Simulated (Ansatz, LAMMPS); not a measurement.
# Structural relaxation of glassy Na2MgSi3O8 (112 atoms)

Wanted: the relaxed structure of glassy Na2MgSi3O8 (112 atoms) and its electronic structure.

Method: Kohn-Sham DFT, PBE, PAW (set soft_2), plane waves, in Ansatz 0.2.0.

Measured values to set the calculation against. The average number of oxygens around magnesium in melt-quenched Na2MgSi3O8 glass was derived from the proportions of four- and six-coordinated Mg seen by ultrahigh-field 25Mg NMR at room temperature (“Evidence for Mixed Mg Coordination Environments in Silicate Glasses: Results from 25Mg NMR Spectroscopy at 35.2 T”, 2023, PMC10726351): number of O about Mg 4.5.

### 1. Starting point

The cell holds 112 atoms: 8 Mg, 16 Na, 64 O and 24 Si. Its edges and angles: a = 11.203 Å, b = 11.203 Å, c = 11.203 Å, α = 90.0°, β = 90.0°, γ = 90.0°. 112 atoms (8 Mg, 16 Na, 64 O, 24 Si) placed at random at 2.58 g/cm³, melted at 4500 K for 20 ps at fixed volume with the Morse and Coulomb pair potential with partial charges (Pedone, Malavasi, Menziani, Cormack and Segre, J. Phys. Chem. B 110, 11780 (2006)). Quenched from 4500 K to 300 K at 10 K/ps and fixed volume, held 20 ps at zero pressure.

Before any run, some limits are plain. The quench rate of 10 K/ps is many orders above laboratory rates, so the cell is likely richer in defects and strain than a real sample. The starting topology of bonds comes from the classical model. Sampling is at Γ alone, for a cell whose shortest periodic width is 11 Å.

### 2. Making the structure

A classical potential supplies the starting structure, since it reaches far longer times than DFT.

This step: classical MD, Morse and Coulomb pair potential with partial charges (Pedone, Malavasi, Menziani, Cormack and Segre, J. Phys. Chem. B 110, 11780 (2006)) (LAMMPS 22 Jul 2025 - Update 4).

Input file in.lmp:

```
# melt-quench of Mg8Na16O64Si24
units metal
atom_style charge
boundary p p p
region box block 0 11.3338 0 11.3338 0 11.3338
create_box 4 box
mass 1 24.3050   # Mg
mass 2 22.9898   # Na
mass 3 15.9990   # O
mass 4 28.0850   # Si
create_atoms 1 random 8 771703 NULL overlap 1.5 maxtry 2000
create_atoms 2 random 16 771710 NULL overlap 1.5 maxtry 2000
create_atoms 3 random 64 771717 NULL overlap 1.5 maxtry 2000
create_atoms 4 random 24 771724 NULL overlap 1.5 maxtry 2000
pair_style hybrid/overlay pedone 5.5 coul/long 8.0
pair_coeff * * coul/long
pair_coeff 1 3 pedone 0.038908 2.281000 2.586153 5   # Mg-O
pair_coeff 2 3 pedone 0.023363 1.763867 3.006315 5   # Na-O
pair_coeff 3 3 pedone 0.042395 1.379316 3.618701 22   # O-O
pair_coeff 3 4 pedone 0.340554 2.006700 2.100000 1   # Si-O
set type 1 charge 1.2
set type 2 charge 0.6
set type 3 charge -1.2
set type 4 charge 2.4
kspace_style pppm 1.0e-4
neigh_modify delay 0 every 1 check yes
thermo_style custom step time temp pe press density
thermo_modify norm yes
timestep 0.002
thermo 100
min_style cg
minimize 1e-4 1e-4 200 2000
reset_timestep 0
velocity all create 4500 771704 mom yes dist gaussian
# [... 11 lines left out ...]
fix md all nvt temp 4500 300 0.2
run 210000 post no
unfix md
thermo 3333
fix md all npt temp 300 300 0.2 iso 0 0 2
run 10000 post no
unfix md
write_dump all custom glass.dump id type xs ys zs modify sort id
```

The run is started by

```sh
lmp -in in.lmp -log none -nocite
```

Numbers of over 12 decimals in the logs are rounded to 6 here.

What it wrote:

```text
LAMMPS (22 Jul 2025 - Update 4)
Created orthogonal box = (0 0 0) to (11.3338 11.3338 11.3338)
Created 8 atoms
Created 16 atoms
Created 64 atoms
Created 24 atoms
PPPM initialization ...
  G vector (1/distance) = 0.37883733
  grid = 12 12 12
  estimated relative force accuracy = 6.290111e-05
   Step          Time           Temp          PotEng         Press         Density
         0   0              0              0.54038245     668773.82      2.5779794
        98   0.196          0             -13.256044      11998.503      2.5779794
Loop time of 0.12171 s on 1 MPI rank(s) for 98 steps with 112 atoms
Minimization stats:
  Stopping criterion = energy tolerance
  Energy initial, next-to-last, final =
      0.54038244684245  -13.2547794195448  -13.2560439572982
  Force two-norm initial, final = 312.13544 2.3314552
  Iterations, force evaluations = 98 126
   Step          Time           Temp          PotEng         Press         Density
         0   0              4500          -13.256044      59367.327      2.5779794
       500   1              2180.5697     -13.080404      37726.237      2.5779794
      1000   2              2281.521      -13.067036      29361.427      2.5779794
Loop time of 0.802954 s on 1 MPI rank(s) for 1000 steps with 112 atoms
   Step          Time           Temp          PotEng         Press         Density
      1000   2              2281.521      -13.067036      29361.427      2.5779794
      1666   3.332          4902.6224     -12.646415      55604.612      2.5779794
      3332   6.664          4816.7862     -12.692852      46727.553      2.5779794
      4998   9.996          4656.1044     -12.640967      73591.408      2.5779794
      6664   13.328         4657.6961     -12.577112      112041.38      2.5779794
      8330   16.66          4793.7785     -12.685388      79033.841      2.5779794
      9996   19.992         4504.8433     -12.577053      72602.218      2.5779794
[... 1 line left out ...]
Loop time of 8.28283 s on 1 MPI rank(s) for 10000 steps with 112 atoms
   Step          Time           Temp          PotEng         Press         Density
[... 12 lines left out ...]
Loop time of 168.203 s on 1 MPI rank(s) for 210000 steps with 112 atoms
   Step          Time           Temp          PotEng         Press         Density
[... 1 line left out ...]
    223311   446.622        319.22403     -13.377016      4120.9112      2.736208
    226644   453.288        279.48401     -13.373598      4837.9556      2.6970019
    229977   459.954        282.16215     -13.378455     -4697.7743      2.6904859
    231000   462            304.82666     -13.373539     -17132.111      2.6694734
Loop time of 10.6335 s on 1 MPI rank(s) for 10000 steps with 112 atoms
```

Run time: 3.1 min. Hardware: 1 thread of Intel Xeon Platinum 8259CL at 2.50GHz (Skylake/Cascade Lake), shared host; peak memory 0.071 GiB.

### 3. Single point at the start

A single point comes first, to see the forces before anything moves.

Input file input.yaml:

```yaml
crystal:
  lattice:
    - [11.20281, 0.0, 0.0]
    - [0.0, 11.20281, 0.0]
    - [0.0, 0.0, 11.20281]
  atoms:
    - { symbol: Mg, position: [0.49289, 0.63857, 0.17389] }
    - { symbol: Mg, position: [0.56546, 0.0252, 0.3852] }
    - { symbol: Mg, position: [0.40186, 0.02516, 0.60196] }
    - { symbol: Mg, position: [0.23163, 0.79832, 0.77523] }
    - { symbol: Mg, position: [0.69733, 0.79846, 0.31259] }
    - { symbol: Mg, position: [0.48293, 0.62347, 0.6753] }
    - { symbol: Mg, position: [0.91562, 0.46092, 0.58757] }
    - { symbol: Mg, position: [0.09101, 0.37908, 0.97946] }
    - { symbol: Na, position: [0.92082, 0.19016, 0.73754] }
    - { symbol: Na, position: [0.26829, 0.58976, 0.56449] }
    - { symbol: Na, position: [0.47992, 0.93975, 0.17926] }
    - { symbol: Na, position: [0.6887, 0.59475, 0.5788] }
    - { symbol: Na, position: [0.99343, 0.6954, 0.89055] }
    - { symbol: Na, position: [0.1139, 0.01238, 0.52916] }
    - { symbol: Na, position: [0.84906, 0.25045, 0.03801] }
    - { symbol: Na, position: [0.15171, 0.58194, 0.82788] }
    - { symbol: Na, position: [0.65456, 0.09328, 0.71451] }
    - { symbol: Na, position: [0.60539, 0.85156, 0.58737] }
    - { symbol: Na, position: [0.0421, 0.30061, 0.25006] }
    - { symbol: Na, position: [0.69093, 0.98524, 0.04504] }
    - { symbol: Na, position: [0.89242, 0.24727, 0.44353] }
    - { symbol: Na, position: [0.4487, 0.55839, 0.91768] }
    - { symbol: Na, position: [0.28674, 0.01007, 0.31512] }
    - { symbol: Na, position: [0.31344, 0.47451, 0.10346] }
    - { symbol: O, position: [0.52339, 0.05961, 0.93826] }
    - { symbol: O, position: [0.18509, 0.05192, 0.95829] }
    - { symbol: O, position: [0.11528, 0.67438, 0.25728] }
    - { symbol: O, position: [0.26097, 0.4076, 0.4279] }
    - { symbol: O, position: [0.07644, 0.69258, 0.4782] }
    - { symbol: O, position: [0.27648, 0.31972, 0.64479] }
    - { symbol: O, position: [0.93142, 0.01942, 0.39466] }
    - { symbol: O, position: [0.37458, 0.20616, 0.82708] }
    - { symbol: O, position: [0.06017, 0.36267, 0.55152] }
    - { symbol: O, position: [0.66043, 0.21976, 0.3931] }
    - { symbol: O, position: [0.80458, 0.86088, 0.78889] }
    - { symbol: O, position: [0.32814, 0.66114, 0.75151] }
    - { symbol: O, position: [0.28732, 0.74265, 0.41077] }
    - { symbol: O, position: [0.10638, 0.88582, 0.35803] }
    - { symbol: O, position: [0.54539, 0.46546, 0.73676] }
    - { symbol: O, position: [0.61353, 0.83343, 0.91118] }
    - { symbol: O, position: [0.72945, 0.76073, 0.14604] }
    - { symbol: O, position: [0.79559, 0.44542, 0.46776] }
    - { symbol: O, position: [0.8141, 0.07807, 0.88578] }
    - { symbol: O, position: [0.85407, 0.22971, 0.24688] }
    - { symbol: O, position: [0.28677, 0.89554, 0.13687] }
    - { symbol: O, position: [0.88355, 0.87538, 0.99532] }
    - { symbol: O, position: [0.84696, 0.07115, 0.60288] }
    - { symbol: O, position: [0.63471, 0.70302, 0.72399] }
    - { symbol: O, position: [0.70673, 0.48113, 0.249] }
    - { symbol: O, position: [0.05709, 0.2256, 0.04274] }
    - { symbol: O, position: [0.78008, 0.65769, 0.37969] }
    - { symbol: O, position: [0.0155, 0.99743, 0.82656] }
    - { symbol: O, position: [0.91876, 0.85298, 0.54756] }
    - { symbol: O, position: [0.69435, 0.05879, 0.23189] }
    - { symbol: O, position: [0.05915, 0.02801, 0.1746] }
    - { symbol: O, position: [0.14304, 0.18978, 0.78045] }
    - { symbol: O, position: [0.5437, 0.48934, 0.08109] }
    - { symbol: O, position: [0.51609, 0.77526, 0.29222] }
    - { symbol: O, position: [0.44977, 0.12224, 0.26475] }
    - { symbol: O, position: [0.4943, 0.37546, 0.45659] }
    - { symbol: O, position: [0.90119, 0.62458, 0.62992] }
    - { symbol: O, position: [0.41097, 0.55956, 0.32099] }
    - { symbol: O, position: [0.10551, 0.48255, 0.12301] }
    - { symbol: O, position: [0.43421, 0.90431, 0.46436] }
    - { symbol: O, position: [0.22197, 0.38312, 0.86202] }
    - { symbol: O, position: [0.59594, 0.27846, 0.86256] }
    - { symbol: O, position: [0.16081, 0.78316, 0.95626] }
    - { symbol: O, position: [0.18482, 0.18996, 0.46853] }
    - { symbol: O, position: [0.93848, 0.66721, 0.10138] }
    - { symbol: O, position: [0.39186, 0.34805, 0.25227] }
    - { symbol: O, position: [0.35847, 0.68962, 0.05727] }
    - { symbol: O, position: [0.72389, 0.93063, 0.45561] }
    - { symbol: O, position: [0.37767, 0.87067, 0.9233] }
    - { symbol: O, position: [0.76707, 0.45299, 0.02955] }
    - { symbol: O, position: [0.64772, 0.28699, 0.63249] }
    - { symbol: O, position: [0.07489, 0.75435, 0.69532] }
    - { symbol: O, position: [0.93377, 0.5187, 0.28403] }
    - { symbol: O, position: [0.78186, 0.646, 0.88992] }
    [... 28 atom lines left out ...]
    - { symbol: Si, position: [0.79912, 0.53075, 0.34821] }
    - { symbol: Si, position: [0.88246, 0.95691, 0.86185] }
    - { symbol: Si, position: [0.99901, 0.96141, 0.28228] }
    - { symbol: Si, position: [0.83082, 0.51101, 0.91245] }
    - { symbol: Si, position: [0.64382, 0.37051, 0.7577] }
    - { symbol: Si, position: [0.7131, 0.19067, 0.25795] }
kpoints:
  mp_grid: { grid: [1, 1, 1] }
hamiltonian:
  xc: pbe
scf:
  occupations: { method: fixed }
output:
  forces: true
  stress: true
  populations: true
  dos:
    method: { smearing: { sigma: 0.1 } }
    de: 0.1
    projected: { site_lists: { Mg: [Mg], Na: [Na], O: [O], Si: [Si] } }
  eigenvalues: true
```

The run is started by

```sh
ansatz run input.yaml --threads 4 --pin off --max-ram 8192MiB --backend cpu --events-out ev --progress --plain --runs-dir out
```

What it wrote:

```text
Engine: ansatz 0.2.0, x86_64-unknown-linux-gnu
Pseudopotentials: kind: paw
Pseudopotential: Mg, paw, valence charge 10, recommended cutoff 420 eV (normal), Mg.paw.azcp
Pseudopotential: Na, paw, valence charge 9, recommended cutoff 420 eV (normal), Na.paw.azcp
Pseudopotential: O, paw, valence charge 6, recommended cutoff 420 eV (normal), O.paw.azcp
Pseudopotential: Si, paw, valence charge 4, recommended cutoff 420 eV (normal), Si.paw.azcp
Functional definition: PBE
  parameter kappa = 0.804
  parameter beta = 0.066725
  exchange = pbe_x(kappa = kappa, mu = beta*pi^2/3)
  correlation = pbe_c(beta = beta)
Crystal: 112 atoms, lattice volume = 1405.986 Å³
Basis set: ecut = 420 eV, 27609 PW (Γ), exchange–correlation on 150×150×150 points (8 copies of the dense FFT grid, shifted against one another)
Bands: 464, of which v1, the nominal top of the filled ones, is band 352 counted from 1 (351 counted from 0)
Symmetry: 1 space group operations
Space group: P1 (ITA 1), of the structure as read, at distance tolerance 1.1e-4 Å
k-points: 1
Non-local potential: Mg, projectors of the file, l = 0: 3, l = 1: 2, l = 2: 1
Non-local potential: Na, projectors of the file, l = 0: 3, l = 1: 2, l = 2: 1
Non-local potential: O, projectors of the file, l = 0: 2, l = 1: 2, l = 2: 1
Non-local potential: Si, projectors of the file, l = 0: 2, l = 1: 2, l = 2: 2
PAW form: soft (Blöchl's): semilocal exchange-correlation on the pseudo side does not see the compensation charge
PAW one-centre angular grid: Mg, 110 points (default); XC on 64 Gauss nodes
PAW one-centre angular grid: Na, 110 points (default); XC on 64 Gauss nodes
PAW one-centre angular grid: O, 110 points (default); XC on 64 Gauss nodes
PAW one-centre angular grid: Si, 110 points (default); XC on 64 Gauss nodes
Initial density: superposition of atomic densities (neutral atoms: chi_scale 0, normalization atom), corrected by the library's trained network
Initial wavefunctions: pseudopotential atomic-orbital guess
Functional: x = pbe(κ = 0.804, μ = 0.219515), c = pbe(β = 0.066725)
SCF iter   1: F=—  HF=-90860.173818 eV  |F-HF|=—  |Δ(HF+E_count)|=         —  Δρ=2.42e-3  dr2=1.65e-1  ethr=1.77e-3  ⟨swp⟩=5.0  Hψ=1585  notcnv=0  defer=110
preconditioner: auto → Resta (q_TF=auto, 2.431 Å⁻¹)  ε∞=2.8  [insulator: Δε(μ)=2.507 eV  Ē_g=17.976 eV  n_scr=340 (ndim 8)  ℏωp=24.4 eV  f_vac=0.105  ε∞_Penn≈2.8]
SCF iter   2: F=—  HF=-90860.138409 eV  |F-HF|=—  |Δ(HF+E_count)|=   3.54e-2  Δρ=1.40e-3  dr2=4.04e-2  ethr=2.34e-5  ⟨swp⟩=2.0  Hψ=839  notcnv=0  defer=110
SCF iter   3: F=—  HF=-90860.133683 eV  |F-HF|=—  |Δ(HF+E_count)|=   4.73e-3  Δρ=6.14e-4  dr2=1.18e-2  ethr=5.74e-6  ⟨swp⟩=3.0  Hψ=664  notcnv=0  defer=110
SCF iter   4: F=—  HF=-90860.131882 eV  |F-HF|=—  |Δ(HF+E_count)|=   1.80e-3  Δρ=2.50e-4  dr2=9.88e-4  ethr=1.67e-6  ⟨swp⟩=3.0  Hψ=556  notcnv=0  defer=110
SCF iter   5: F=—  HF=-90860.131906 eV  |F-HF|=—  |Δ(HF+E_count)|=   2.43e-5  Δρ=1.66e-4  dr2=3.42e-4  ethr=1.40e-7  ⟨swp⟩=2.0  Hψ=660  notcnv=0  defer=110
SCF iter   6: F=—  HF=-90860.131954 eV  |F-HF|=—  |Δ(HF+E_count)|=   4.83e-5  Δρ=4.50e-5  dr2=2.85e-5  ethr=4.86e-8  ⟨swp⟩=2.0  Hψ=561  notcnv=0  defer=110
SCF iter   7: F=—  HF=-90860.130402 eV  |F-HF|=—  |Δ(HF+E_count)|=   1.55e-3  Δρ=2.19e-5  dr2=6.47e-6  ethr=4.04e-9  ⟨swp⟩=2.0  Hψ=814  notcnv=0  defer=108
SCF iter   8: F=—  HF=-90860.130405 eV  |F-HF|=—  |Δ(HF+E_count)|=   2.36e-6  Δρ=9.80e-6  dr2=1.25e-6  ethr=9.19e-10  ⟨swp⟩=2.0  Hψ=658  notcnv=0  defer=108
SCF iter   9: F=—  HF=-90860.130405 eV  |F-HF|=—  |Δ(HF+E_count)|=   5.46e-7  Δρ=3.11e-6  dr2=1.33e-7  ethr=1.77e-10  ⟨swp⟩=2.0  Hψ=658  notcnv=0  defer=108
SCF iter  10: F=-90860.130405 eV  HF=-90860.130405 eV  |F-HF|=3.49e-10  |Δ(HF+E_count)|=   7.79e-8  Δρ=1.53e-6  dr2=3.05e-8  ethr=1.42e-11  ⟨swp⟩=18.0  Hψ=2746  notcnv=0
SCF 1 converged in 10 iterations: F = -90860.130405 eV  dr2 = 3.05e-8
  greatest PAW one-centre occupation: 1.000 electrons in one spin orbital (limit 2), on the Mg atom at site 6 (counted from 0), in its partial waves of l = 1
SCF converged after 10 iterations
Free energy (F): -90860.130405 eV
Harris-Foulkes:  -90860.130405 eV  (|F-HF|=3.49e-10)
Internal energy: -90860.130405 eV  (E = F + TS)
E sigma→0 (E₀):  -90860.130405 eV
Fermi energy:    5.308661 eV
--- Per-component energies (eV) ---
  E_band       = -7450.466217
  E_kinetic    = 15061.373957
  E_local      = -62167.650962  (includes V_loc(G=0)·N_el)
  E_nonlocal   = 6265.550314
  E_hartree    = 22501.868692
  E_xc         = -6979.489489
  E_vxc        = -8350.663656  (∫ρ·V_xc dr)
  E_paw        = -29025.556266  (= ΣΔE_a)
  E_vpaw       = -3262.970350  (= ΣTr[D̂ρ^β])
  E_aug_tail   = 0.162447  (compensation charges beyond the density's cutoff)
  E_ewald      = -36516.389100
  E_smearing   = -0.000000  (= −TS)
  E_closure    = -0.000000  (closes the sum)
  Σ components = -90860.130405   (vs F -90860.130405, Δ=0.00e0)
--- Forces (eV/Å), atoms counted from 1 ---
  atom   1  Mg    -0.48125631     0.01823960    -0.10926137
  atom   2  Mg     0.14103379     1.40167158     0.60510536
  atom   3  Mg    -0.31428166    -0.94148987     1.06742990
  atom   4  Mg    -0.38557057     0.49236377    -0.21023633
  atom   5  Mg     1.20283586    -0.74002577     0.53934682
  atom   6  Mg    -0.57115875     0.18085296     1.20762312
  atom   7  Mg     1.18572552     0.59768243    -0.65752384
  atom   8  Mg    -0.17056653     0.28526474     0.06683219
  atom   9  Na     0.35049477    -0.11996682     0.31321889
  atom  10  Na    -0.65281055    -0.00945216    -0.12683665
  atom  11  Na    -0.62975747    -0.14564671    -0.96875736
  atom  12  Na     0.93249619    -0.26597252    -1.12183258
  atom  13  Na    -0.46711186     1.25521504     0.23091344
  atom  14  Na    -0.21394786     0.06740399     0.34335411
[...]
atom 111  Si    -1.80050600    -0.67380764     0.04109573
  atom 112  Si     2.98742873     4.29600174     0.11362123
  max |Σ_I F_I| component: 2.14e-4 eV/Å
--- Stress (GPa, compression-positive) ---
        3.815576       0.113959       0.399771
        0.113959       5.207348       1.896037
        0.399773       1.896034       3.861055
  P = ⅓ Tr σ = 4.2947 GPa (42.947 kbar)
--- Band table (eV) ---
  k-point 0: bands = ["-70.1326", "-69.8731", "-69.5385", "-69.3120", [... 448 levels ...], "14.8586", "14.8936", "14.8998", "14.9522", "14.9620", "15.0227", "15.0659", "15.1280", "15.1466", "15.1973", "15.2189", "15.2573"]
--- Löwdin populations: 112 sites ---
  site symbol       q [e]
     0     Mg      8.3737
     1     Mg      8.4138
     2     Mg      8.3802
[...]
111     Si      2.3899
  spilling = 0.009914 (of n_electrons = 704.000000)
```

It took 20 s on 4 threads of Intel Xeon Platinum 8259CL at 2.50GHz (Skylake/Cascade Lake), shared host; peak memory 2.1 GiB.

In the SCF lines HF is the Harris–Foulkes energy and dr2 the Hartree energy of the density residual, in eV; the loop may stop once dr2 is under the threshold and the program's other checks hold. Hψ counts applications of the Hamiltonian.

Read from the output:

* free energy: -90860.1304 eV
* free energy per atom: -811.2512 eV/atom
* SCF cycles: 10
* pressure: 4.295 GPa
* r.m.s. force component: 1.344 eV/Å
* longest force: 7.142 eV/Å
* Fermi energy: 5.309 eV
* gap (highest filled to lowest empty level): 2.155 eV
* spilling of the projection: 0.009914

The r.m.s. force component of 1.3 eV/Å and the pressure of 4.3 GPa set the starting point.

Neighbours are counted within 2.12 Å (O-Si), 2.98 Å (O-Na), 2.62 Å (O-Mg).

Length of the force by element and coordination:

| element | coordination | atoms | mean length of the force (eV/Å) | spread | least | most |
| --- | --- | --- | --- | --- | --- | --- |
| Mg | all | 8 | 1.10 | 0.479 | 0.339 | 1.53 |
| Mg | 3 | 1 | 1.48 | 0 | 1.48 | 1.48 |
| Mg | 4 | 5 | 1.03 | 0.506 | 0.339 | 1.51 |
| Mg | 5 | 1 | 0.660 | 0 | 0.660 | 0.660 |
| Mg | 6 | 1 | 1.53 | 0 | 1.53 | 1.53 |
| Na | all | 16 | 0.738 | 0.346 | 0.375 | 1.48 |
| Na | 4 | 3 | 0.762 | 0.291 | 0.485 | 1.16 |
| Na | 5 | 7 | 0.647 | 0.249 | 0.410 | 1.21 |
| Na | 6 | 5 | 0.878 | 0.458 | 0.375 | 1.48 |
| Na | 7 | 1 | 0.604 | 0 | 0.604 | 0.604 |
| O | all | 64 | 1.84 | 1.33 | 0.380 | 7.14 |
| O | 2 | 11 | 1.39 | 0.594 | 0.500 | 2.42 |
| O | 3 | 24 | 2.22 | 1.73 | 0.414 | 7.14 |
| O | 4 | 25 | 1.72 | 1.08 | 0.380 | 5.10 |
| O | 5 | 4 | 1.55 | 0.691 | 1.01 | 2.73 |
| Si | all | 24 | 2.93 | 1.43 | 0.258 | 5.46 |

(Continued in part 2 of 3.)

[Logs are printed without paths, hosts, clocks, repeated set-up lines and the standing remarks that a program may print on its own settings, such as how far it seeks lower states.]

[Hosts, paths, dates, database ids (printed as entryN), source tags and the programs' standing remarks are cut or masked in the printed files.]
